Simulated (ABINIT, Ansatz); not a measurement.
# A GW chain in ABINIT: Sr2SiS4 (P2_1/m), part 2 of 3

How does a plane-wave GW calculation on Sr2SiS4 (P2_1/m) run from the first input to the gap?

ABINIT 10.8.3; LDA and many-body steps on it, plane waves. Known limits of the many-body steps: not at the basis limit; no spin-orbit coupling; coarse k mesh.

So far. Step 2 (Ground state): The gap is indirect, with the least direct gap 0.19 eV higher.

## 3. Bands along the symmetry lines

Level of this step: DFT, LDA, plane waves, norm-conserving pseudopotentials (ABINIT).

Levels along a band path, at the cheap level, show where the edges lie and whether the meshes to come will hold them.

Contents of run.abi:

```
acell 3*1.0 Angstrom
rprim 
  6.608739210500 0.000000000000 -0.000000000000
  0.000000000000 6.659542380000 0.000000000000
  -2.582748258700 0.000000000000 7.848229828000
ntypat 3
znucl 38 14 16
natom 14
typat 1 1 1 1 2 2 3 3 3 3 3 3 3 3
xred 
  0.283671200000 0.750000000000 0.951809120000
  0.716328800000 0.250000000000 0.048190880000
  0.224829900000 0.750000000000 0.429263770000
  0.775170100000 0.250000000000 0.570736230000
  0.721301030000 0.750000000000 0.796846200000
  0.278698970000 0.250000000000 0.203153800000
  0.886453430000 0.750000000000 0.061575940000
  0.113546570000 0.250000000000 0.938424060000
  0.916900480000 0.750000000000 0.635667980000
  0.083099520000 0.250000000000 0.364332020000
  0.510384140000 0.501966720000 0.737248200000
  0.489615860000 0.001966720000 0.262751800000
  0.489615860000 0.498033280000 0.262751800000
  0.510384140000 0.998033280000 0.737248200000
pp_dirpath "pseudos"
pseudos "Sr.upf, Si.upf, S.upf"
ecut 28
iscf -2
irdden 1
kptopt 0
nkpt 41
kpt 
  0.00000000 0.00000000 0.00000000
  0.00000000 0.12500000 0.00000000
  0.00000000 0.25000000 0.00000000
  0.00000000 0.37500000 0.00000000
  0.00000000 0.50000000 0.00000000
  0.00000000 0.50000000 0.12500000
  0.00000000 0.50000000 0.25000000
  0.00000000 0.50000000 0.37500000
  0.00000000 0.50000000 0.50000000
  0.00000000 0.37500000 0.50000000
  0.00000000 0.25000000 0.50000000
  0.00000000 0.12500000 0.50000000
  0.00000000 0.00000000 0.50000000
  0.00000000 0.00000000 0.37500000
  0.00000000 0.00000000 0.25000000
  0.00000000 0.00000000 0.12500000
  0.00000000 0.00000000 0.00000000
  -0.12500000 0.00000000 0.12500000
  -0.25000000 0.00000000 0.25000000
  -0.37500000 0.00000000 0.37500000
  -0.50000000 0.00000000 0.50000000
  -0.50000000 0.12500000 0.50000000
  -0.50000000 0.25000000 0.50000000
  -0.50000000 0.37500000 0.50000000
  -0.50000000 0.50000000 0.50000000
  -0.37500000 0.50000000 0.37500000
  -0.25000000 0.50000000 0.25000000
  -0.12500000 0.50000000 0.12500000
  0.00000000 0.50000000 0.00000000
  -0.12500000 0.50000000 0.00000000
  -0.25000000 0.50000000 0.00000000
  -0.37500000 0.50000000 0.00000000
  -0.50000000 0.50000000 0.00000000
  -0.50000000 0.37500000 0.00000000
  -0.50000000 0.25000000 0.00000000
  -0.50000000 0.12500000 0.00000000
  -0.50000000 0.00000000 0.00000000
  -0.37500000 0.00000000 0.00000000
  -0.25000000 0.00000000 0.00000000
  -0.12500000 0.00000000 0.00000000
  0.00000000 0.00000000 0.00000000
istwfk *1
nband 55
nbdbuf 2
tolwfr 1e-08
nstep 40
prtwf 0
prtvol 0
indata_prefix "in"
outdata_prefix "out"
tmpdata_prefix "tmp"
```

Run with:

```sh
$ OMP_NUM_THREADS=1 mpirun -n 16 abinit run.abi > log
```

Numbers of over 12 decimals in the logs are rounded to 6 here.

Output:

```text
.Version 10.8.3 of ABINIT. v10.8.2 released Aug 2026.

 Symmetries : space group P2_1/m (# 11); Bravais mP (primitive monocl.)
[... echo of the input left out ...]
== DATASET  1 ==================================================================
-   mpi_nproc: 16, omp_nthreads: 1 (-1 if OMP is not activated)
-    --> not optimal distribution: autoparal keyword recommended in input file <--

--- !DatasetInfo
iteration_state: {dtset: 1, }
dimensions: {natom: 14, nkpt: 41, mband: 55, nsppol: 1, nspinor: 1, nspden: 1, mpw: 16544, }
cutoff_energies: {ecut:  28.0, pawecutdg:  -1.0, }
electrons: {nelect:   9.60000000E+01, charge:   0.00000000E+00, occopt:   1.00000000E+00, tsmear:   1.00000000E-02, }

 Real(R)+Recip(G) space primitive vectors, cartesian coordinates (Bohr,Bohr^-1):
 R(1)= 12.4887071  0.0000000  0.0000000  G(1)=  0.0800723  0.0000000  0.0263507
 R(2)=  0.0000000 12.5847112  0.0000000  G(2)=  0.0000000  0.0794615  0.0000000
 R(3)= -4.8806869  0.0000000 14.8310049  G(3)=  0.0000000  0.0000000  0.0674263
 Unit cell volume ucvol=  2.3309412E+03 bohr^3
 Angles (23,13,12)=  9.00000000E+01  1.08215689E+02  9.00000000E+01 degrees

 getcut: wavevector=  0.0000  0.0000  0.0000  ngfft=  60  60  80
         ecut(hartree)=     28.000   => boxcut(ratio)=   2.00154

--- Pseudopotential description ------------------------------------------------
- Sr Generated using ONCVPSP code by D. R. Hamann
- 38.00000  10.00000  180309                  znucl, zion, pspdat
12 -1012 2 -1 1812                            pspcod,pspxc,lmax,lloc,mmax
     nproj     2     2     2
  pspatm : epsatm=   12.22067766
         --- l  ekb(1:nproj) -->
             0   10.067142    1.054393
             1    7.520551    1.675795
             2    4.085003    0.971115
 pspatm: atomic psp has been read  and splines computed

- Si Generated using ONCVPSP code by D. R. Hamann
- 14.00000   4.00000  180309                  znucl, zion, pspdat
12 -1012 2 -1 1510                            pspcod,pspxc,lmax,lloc,mmax
     nproj     2     2     2
  pspatm : epsatm=    6.67003958
         --- l  ekb(1:nproj) -->
[...]
pspatm: atomic psp has been read  and splines computed

- S Generated using ONCVPSP code by D. R. Hamann
- 16.00000   6.00000  180309                  znucl, zion, pspdat
12 -1012 2 -1 1132                            pspcod,pspxc,lmax,lloc,mmax
     nproj     2     2     2
  pspatm : epsatm=    8.64647033
         --- l  ekb(1:nproj) -->
[...]
pspatm: atomic psp has been read  and splines computed

--------------------------------------------------------------------------------

================================================================================
 prteigrs : about to open file out_EIG
 Non-SCF case, kpt    1 (  0.00000  0.00000  0.00000), residuals and eigenvalues=
  3.63E-09  9.43E-09  9.61E-09  7.40E-09  3.79E-09  4.12E-09  5.00E-09  3.08E-09
[...]
lattice_vectors:
- [ 12.4887071,   0.0000000,  -0.0000000, ]
- [  0.0000000,  12.5847112,   0.0000000, ]
- [ -4.8806869,   0.0000000,  14.8310049, ]
lattice_lengths: [  12.48871,   12.58471,   15.61345, ]
lattice_angles: [ 90.000, 108.216,  90.000, ] # degrees, (23, 13, 12)
lattice_volume:   2.3309412E+03
convergence: {deltae:  0.000E+00, res2:  0.000E+00, residm:  9.993E-09, diffor:  0.000E+00, }
etotal    :  -2.34907703E+02
entropy   :   0.00000000E+00
fermie    :   1.39955163E-01
cartesian_stress_tensor: null
pressure_GPa: null
xred      :
- [  2.8367E-01,   7.5000E-01,   9.5181E-01, Sr]
- [  7.1633E-01,   2.5000E-01,   4.8191E-02, Sr]
- [  2.2483E-01,   7.5000E-01,   4.2926E-01, Sr]
- [  7.7517E-01,   2.5000E-01,   5.7074E-01, Sr]
- [  7.2130E-01,   7.5000E-01,   7.9685E-01, Si]
- [  2.7870E-01,   2.5000E-01,   2.0315E-01, Si]
- [  8.8645E-01,   7.5000E-01,   6.1576E-02,  S]
- [  1.1355E-01,   2.5000E-01,   9.3842E-01,  S]
- [  9.1690E-01,   7.5000E-01,   6.3567E-01,  S]
[...]
- [  4.8962E-01,   4.9803E-01,   2.6275E-01,  S]
- [  5.1038E-01,   9.9803E-01,   7.3725E-01,  S]
cartesian_forces: null
force_length_stats: {min: null, max: null, mean: null, }

 Integrated electronic density in atomic spheres:
 ------------------------------------------------
 Atom  Sphere_radius  Integrated_density
[...]
================================================================================

 ----iterations are completed or convergence reached----

 Mean square residual over all n,k,spin=   58.962E-10; max=  99.926E-10
 reduced coordinates (array xred) for   14 atoms
[...]
0.489615860000      0.498033280000      0.262751800000
       0.510384140000      0.998033280000      0.737248200000

 cartesian coordinates (angstrom) at end:
    1     -0.583574     4.994657     7.470017
    2      4.609565     1.664886     0.378213
    3      0.377162     4.994657     3.368961
[...]
13      2.557122     3.316674     2.062137
   14      1.468869     6.646445     5.786093
 length scales=  1.889726125908  1.889726125908  1.889726125908 bohr
              =  1.000000000000  1.000000000000  1.000000000000 angstroms
 prteigrs : about to open file out_EIG
 Eigenvalues (hartree) for nkpt=  41  k points:
 kpt#   1, nband= 55, wtk=  1.00000, kpt=  0.0000  0.0000  0.0000 (reduced coord)
[...]
kpt#   2, nband= 55, wtk=  1.00000, kpt=  0.0000  0.1250  0.0000 (reduced coord)
[...]
kpt#   3, nband= 55, wtk=  1.00000, kpt=  0.0000  0.2500  0.0000 (reduced coord)
[...]
kpt#  40, nband= 55, wtk=  1.00000, kpt= -0.1250  0.0000  0.0000 (reduced coord)
[...]
0.25423    0.26230    0.27081    0.27818    0.28830    0.28860    0.29583
 kpt#  41, nband= 55, wtk=  1.00000, kpt=  0.0000  0.0000  0.0000 (reduced coord)
[...]
0.03849    0.05760    0.06128    0.07524    0.07538    0.07919    0.08590    0.09911
   0.10616    0.11035    0.11297    0.12132    0.12156    0.12742    0.13196    0.13996
   0.25532    0.26618    0.26981    0.28105    0.28426    0.28757    0.28937

== END DATASET(S) ==============================================================
================================================================================

 -outvars: echo values of variables after computation  --------
            nband          55
             nkpt          41
          spgroup          11
 [... the other variables as echoed above ...]

 Calculation completed.
```

Wall time 3.7 min (16 MPI ranks of Arm Neoverse N1, shared host); peak memory 2.1 GiB.

Numbers from this step:

* gap: 2.767 eV
* k of the valence top: 0, 0, 0
* k of the conduction bottom: -0.5, 0, 0
* least direct gap: 2.952 eV

The gap is 2.767 eV, as in the run before at this level.

Electronic bands along the path, in eV, zero at the top of the highest filled band:

```
  point  band 45  band 46  band 47  band 48  band 49  band 50  band 51  band 52
      Γ    -0.50    -0.34    -0.22     0.00     3.14     3.43     3.53     3.84
halfway    -0.60    -0.56    -0.48    -0.30     3.39     3.63     3.85     3.95
      Z    -0.81    -0.81    -0.38    -0.38     3.60     3.60     4.04     4.04
halfway    -0.69    -0.69    -0.41    -0.41     3.65     3.65     4.01     4.01
      D    -0.58    -0.58    -0.47    -0.47     3.68     3.68     3.99     3.99
halfway    -0.80    -0.60    -0.43    -0.36     3.49     3.75     3.91     3.93
      B    -0.62    -0.47    -0.27    -0.11     3.39     3.64     3.70     3.85
halfway    -0.51    -0.32    -0.28    -0.07     3.31     3.55     3.64     3.81
      Γ    -0.50    -0.34    -0.22     0.00     3.14     3.43     3.53     3.84
halfway    -0.55    -0.37    -0.26    -0.03     3.34     3.45     3.67     3.74
      A    -0.50    -0.38    -0.26    -0.05     3.36     3.42     3.73     3.94
halfway    -0.70    -0.57    -0.51    -0.29     3.67     3.69     3.90     4.17
      E    -0.71    -0.71    -0.60    -0.60     4.05     4.05     4.17     4.17
halfway    -0.72    -0.72    -0.46    -0.46     3.75     3.75     4.09     4.09
      Z    -0.81    -0.81    -0.38    -0.38     3.60     3.60     4.04     4.04
halfway    -0.72    -0.72    -0.42    -0.42     3.37     3.37     3.92     3.92
     C2    -0.65    -0.65    -0.56    -0.56     3.09     3.09     3.82     3.82
halfway    -0.70    -0.67    -0.48    -0.41     2.94     3.31     3.34     3.77
     Y2    -0.44    -0.44    -0.24    -0.19     2.77     3.17     3.38     3.68
halfway    -0.44    -0.36    -0.20    -0.10     2.93     3.21     3.61     3.79
      Γ    -0.50    -0.34    -0.22     0.00     3.14     3.43     3.53     3.84
```

## 4. Empty states on the mesh, 2×2×2 mesh, 644 bands

The sums over transitions need many empty states on a uniform mesh; this step solves for them.

Contents of run.abi:

```
acell 3*1.0 Angstrom
rprim 
  6.608739210500 0.000000000000 -0.000000000000
  0.000000000000 6.659542380000 0.000000000000
  -2.582748258700 0.000000000000 7.848229828000
ntypat 3
znucl 38 14 16
natom 14
typat 1 1 1 1 2 2 3 3 3 3 3 3 3 3
xred 
  0.283671200000 0.750000000000 0.951809120000
  0.716328800000 0.250000000000 0.048190880000
  0.224829900000 0.750000000000 0.429263770000
  0.775170100000 0.250000000000 0.570736230000
  0.721301030000 0.750000000000 0.796846200000
  0.278698970000 0.250000000000 0.203153800000
  0.886453430000 0.750000000000 0.061575940000
  0.113546570000 0.250000000000 0.938424060000
  0.916900480000 0.750000000000 0.635667980000
  0.083099520000 0.250000000000 0.364332020000
  0.510384140000 0.501966720000 0.737248200000
  0.489615860000 0.001966720000 0.262751800000
  0.489615860000 0.498033280000 0.262751800000
  0.510384140000 0.998033280000 0.737248200000
pp_dirpath "pseudos"
pseudos "Sr.upf, Si.upf, S.upf"
ecut 28
ngkpt 2 2 2
nshiftk 1
shiftk 0 0 0
kptopt 1
chksymbreak 0
iscf -2
irdden 1
istwfk *1
nband 644
nbdbuf 58
tolwfr 1e-09
nstep 60
prtvol 0
indata_prefix "in"
outdata_prefix "out"
tmpdata_prefix "tmp"
```

Run with:

```sh
$ OMP_NUM_THREADS=2 mpirun -n 8 abinit run.abi > log
```

Output:

```text
.Version 10.8.3 of ABINIT. v10.8.2 released Aug 2026.

 Symmetries : space group P2_1/m (# 11); Bravais mP (primitive monocl.)
[... echo of the input left out ...]
== DATASET  1 ==================================================================
-   mpi_nproc: 8, omp_nthreads: 2 (-1 if OMP is not activated)

--- !DatasetInfo
iteration_state: {dtset: 1, }
dimensions: {natom: 14, nkpt: 8, mband: 644, nsppol: 1, nspinor: 1, nspden: 1, mpw: 16528, }
cutoff_energies: {ecut:  28.0, pawecutdg:  -1.0, }
electrons: {nelect:   9.60000000E+01, charge:   0.00000000E+00, occopt:   1.00000000E+00, tsmear:   1.00000000E-02, }

 Real(R)+Recip(G) space primitive vectors, cartesian coordinates (Bohr,Bohr^-1):
 R(1)= 12.4887071  0.0000000  0.0000000  G(1)=  0.0800723  0.0000000  0.0263507
 R(2)=  0.0000000 12.5847112  0.0000000  G(2)=  0.0000000  0.0794615  0.0000000
 R(3)= -4.8806869  0.0000000 14.8310049  G(3)=  0.0000000  0.0000000  0.0674263
 Unit cell volume ucvol=  2.3309412E+03 bohr^3
 Angles (23,13,12)=  9.00000000E+01  1.08215689E+02  9.00000000E+01 degrees

 getcut: wavevector=  0.0000  0.0000  0.0000  ngfft=  60  60  80
         ecut(hartree)=     28.000   => boxcut(ratio)=   2.00154

--- Pseudopotential description ------------------------------------------------
- Sr Generated using ONCVPSP code by D. R. Hamann
- 38.00000  10.00000  180309                  znucl, zion, pspdat
12 -1012 2 -1 1812                            pspcod,pspxc,lmax,lloc,mmax
     nproj     2     2     2
  pspatm : epsatm=   12.22067766
         --- l  ekb(1:nproj) -->
             0   10.067142    1.054393
             1    7.520551    1.675795
             2    4.085003    0.971115
 pspatm: atomic psp has been read  and splines computed

- Si Generated using ONCVPSP code by D. R. Hamann
- 14.00000   4.00000  180309                  znucl, zion, pspdat
12 -1012 2 -1 1510                            pspcod,pspxc,lmax,lloc,mmax
     nproj     2     2     2
  pspatm : epsatm=    6.67003958
         --- l  ekb(1:nproj) -->
[...]
pspatm: atomic psp has been read  and splines computed

- S Generated using ONCVPSP code by D. R. Hamann
- 16.00000   6.00000  180309                  znucl, zion, pspdat
12 -1012 2 -1 1132                            pspcod,pspxc,lmax,lloc,mmax
     nproj     2     2     2
  pspatm : epsatm=    8.64647033
         --- l  ekb(1:nproj) -->
[...]
pspatm: atomic psp has been read  and splines computed

--------------------------------------------------------------------------------

================================================================================
 prteigrs : about to open file out_EIG
 Non-SCF case, kpt    1 (  0.00000  0.00000  0.00000), residuals and eigenvalues=
  1.80E-10  4.67E-10  1.58E-10  1.69E-10  3.13E-10  2.58E-10  3.03E-10  3.14E-10
  2.89E-10  2.02E-10  1.59E-10  3.43E-10  3.40E-10  3.57E-10  2.32E-10  3.80E-10
[...]
-1.1188E+00 -1.1187E+00 -1.0995E+00 -1.0993E+00 -4.6251E-01 -4.6160E-01
 -4.6034E-01 -4.5910E-01 -4.5905E-01 -4.5690E-01 -4.4433E-01 -4.4288E-01
 -4.4270E-01 -4.4163E-01 -4.4071E-01 -4.3903E-01 -3.4504E-01 -3.3040E-01
[...]
2.8669E+00  2.8695E+00  2.8702E+00  2.8720E+00  2.8783E+00  2.8792E+00
  2.8825E+00  2.8889E+00  2.8920E+00  2.8943E+00  2.8989E+00  2.9067E+00
  2.9085E+00  2.9107E+00
 prteigrs : prtvol=0 or 1, do not print more k-points.

--- !ResultsGS
iteration_state: {dtset: 1, }
comment   : Summary of ground state results
lattice_vectors:
- [ 12.4887071,   0.0000000,  -0.0000000, ]
- [  0.0000000,  12.5847112,   0.0000000, ]
- [ -4.8806869,   0.0000000,  14.8310049, ]
lattice_lengths: [  12.48871,   12.58471,   15.61345, ]
lattice_angles: [ 90.000, 108.216,  90.000, ] # degrees, (23, 13, 12)
lattice_volume:   2.3309412E+03
convergence: {deltae:  0.000E+00, res2:  0.000E+00, residm:  9.983E-10, diffor:  0.000E+00, }
etotal    :  -2.34907703E+02
entropy   :   0.00000000E+00
fermie    :   1.39955163E-01
cartesian_stress_tensor: null
pressure_GPa: null
xred      :
- [  2.8367E-01,   7.5000E-01,   9.5181E-01, Sr]
- [  7.1633E-01,   2.5000E-01,   4.8191E-02, Sr]
- [  2.2483E-01,   7.5000E-01,   4.2926E-01, Sr]
- [  7.7517E-01,   2.5000E-01,   5.7074E-01, Sr]
- [  7.2130E-01,   7.5000E-01,   7.9685E-01, Si]
- [  2.7870E-01,   2.5000E-01,   2.0315E-01, Si]
- [  8.8645E-01,   7.5000E-01,   6.1576E-02,  S]
- [  1.1355E-01,   2.5000E-01,   9.3842E-01,  S]
- [  9.1690E-01,   7.5000E-01,   6.3567E-01,  S]
[...]
- [  4.8962E-01,   4.9803E-01,   2.6275E-01,  S]
- [  5.1038E-01,   9.9803E-01,   7.3725E-01,  S]
cartesian_forces: null
force_length_stats: {min: null, max: null, mean: null, }

 Integrated electronic density in atomic spheres:
 ------------------------------------------------
 Atom  Sphere_radius  Integrated_density
[...]
================================================================================

 ----iterations are completed or convergence reached----

 Mean square residual over all n,k,spin=   35.265E-11; max=  99.829E-11
 reduced coordinates (array xred) for   14 atoms
[...]
0.489615860000      0.498033280000      0.262751800000
       0.510384140000      0.998033280000      0.737248200000

 cartesian coordinates (angstrom) at end:
    1     -0.583574     4.994657     7.470017
    2      4.609565     1.664886     0.378213
[...]
14      1.468869     6.646445     5.786093
 length scales=  1.889726125908  1.889726125908  1.889726125908 bohr
              =  1.000000000000  1.000000000000  1.000000000000 angstroms
 prteigrs : about to open file out_EIG
 Eigenvalues (hartree) for nkpt=   8  k points:
 kpt#   1, nband=644, wtk=  0.12500, kpt=  0.0000  0.0000  0.0000 (reduced coord)
[...]
2.84656    2.85125    2.85158    2.85379    2.85923    2.86447    2.86694    2.86953
   2.87020    2.87204    2.87826    2.87920    2.88253    2.88888    2.89202    2.89428
   2.89894    2.90671    2.90850    2.91070
 prteigrs : prtvol=0 or 1, do not print more k-points.

== END DATASET(S) ==============================================================
================================================================================

 -outvars: echo values of variables after computation  --------
            nband         644
             nkpt           8
          spgroup          11
 [... the other variables as echoed above ...]

 Calculation completed.
```

It took 24 min on 8 MPI ranks; peak memory 2.6 GiB; 5.5 h of CPU time.

This step gave:

```
gap                                                           : 2.767 eV
k of the valence top                                          : 0, 0, 0
k of the conduction bottom                                    : 0.5, 0, 0
least direct gap                                              : 2.952 eV
k points computed                                             : 8
lowest point of the top converged band, above the valence top : 69.3191 eV
```

On this mesh the gap is 2.767 eV.

(Part 2 of 3 ends here.)

[Paths, hosts, dates, memory and timing lines, banners, echoed tables and standing remarks are left out of the program output.]

[Logs are printed without paths, hosts, clocks, repeated set-up lines and the standing remarks that a program may print on its own settings, such as how far it seeks lower states.]

[Runs of the session that timed out or met a known fault of the program may be left out.]

[Hosts, paths, dates, database ids (printed as entryN), source tags and the programs' standing remarks are cut or masked in the printed files.]

[G0W0 gaps are taken among the corrected bands and points alone; a level outside them can change the order at an edge.]

[Where Ansatz stands beside ABINIT at settings called matched, ABINIT's density can come from a denser mesh and the files from another edition; pairs whose starting gaps differed by over 0.03 eV were left out, so agreement reads better than it is.]
